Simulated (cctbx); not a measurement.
**Diagnosing a refinement**

Cell a = 3.8180 Å, b = 3.8180 Å, c = 3.8180 Å, α = 90.00°, β = 90.00°, γ = 90.00°; space group Pm-3m (no. 221).

Simulated single-crystal data (cctbx): synchrotron X-rays, λ = 0.7749 Å, to d = 0.84 Å, 50 % of the full sphere, strongest reflection 20000 counts, noise from counting, a 1.5 % proportional error and a noise floor of 15 counts (s.d.); no absorption, and some extinction, which the refinements don't model.

An anisotropic refinement with weights 1/σ² prints:

```text
Rint 0.010, 7 unique reflections to 1.35 A
cycle     R1     wR2    GooF  max shift (A)
   1  0.0026  0.0075   1.039   0.00000
   2  0.0021  0.0062   0.869   0.00000
final R1 0.0021 wR2 0.0062 GooF 0.869  parameters 2  data/parameter 3.5
atom        x        y        z      Ueq    occ   su(xyz)  su(Uiso or U11)
W1     0.50000  0.50000  0.50000   0.0103  1.000  0.00000  0.0005
Te1    0.00000  0.00000  0.00000   0.0156  1.000  0.00000  0.0006
difference map: max 0.04 min -0.10 rms 0.02
Q1    0.0000  0.0000  0.5000    3    0.04  1.91 A from Te1
Q2    0.1667  0.1667  0.5000   12    0.03  1.80 A from W1
Q3    0.2988  0.2988  0.2988    8    0.02  1.33 A from W1
Q4    0.0000  0.0000  0.0000    1    0.00  0.00 A from Te1
```

**Question.** Can this result stand? If not, what is the likely fault?

Mend it. The fault: data cut at low resolution. Against the right model at the same level, R1 goes from 0.0022 to 0.0021 and GooF from 0.63 to 0.87. The atoms are right, but there are too few data for the parameters: R1 flatters and the s.u.s grow. Data per parameter fall from 10.5 to 3.5.

The compound is TeW. The right model at the same level gives:

```text
Rint 0.014, 21 unique reflections to 0.85 A
cycle     R1     wR2    GooF  max shift (A)
   1  0.0022  0.0052   0.629   0.00000
final R1 0.0022 wR2 0.0052 GooF 0.628  parameters 2  data/parameter 10.5
atom        x        y        z      Ueq    occ   su(xyz)  su(Uiso or U11)
W1     0.50000  0.50000  0.50000   0.0108  1.000  0.00000  0.0001
Te1    0.00000  0.00000  0.00000   0.0154  1.000  0.00000  0.0001
difference map: max 0.07 min -0.12 rms 0.04
Q1    0.3070  0.5000  0.5000    6    0.07  0.74 A from W1
Q2    0.0000  0.1628  0.5000   12    0.07  2.01 A from Te1
Q3    0.0000  0.2662  0.2662   12    0.06  1.44 A from Te1
Q4    0.1739  0.1739  0.1739    8    0.05  1.15 A from Te1
Q5    0.0000  0.5000  0.5000    3    0.04  1.91 A from W1
Q6    0.1927  0.1927  0.5000   12    0.03  1.66 A from W1
```

Isotropic U is held between 0.0001 and 1 Å² by the program, and listed peak heights are interpolated, so they can pass the grid's maximum.

The model was made for the exercise: a known structure type with other elements put in, its volume estimated, not relaxed; displacement parameters are assumed.

[Middle refinement cycles are left out of these outputs.]

[Logs are printed without paths, hosts, clocks, repeated set-up lines and the standing remarks that a program may print on its own settings, such as how far it seeks lower states.]
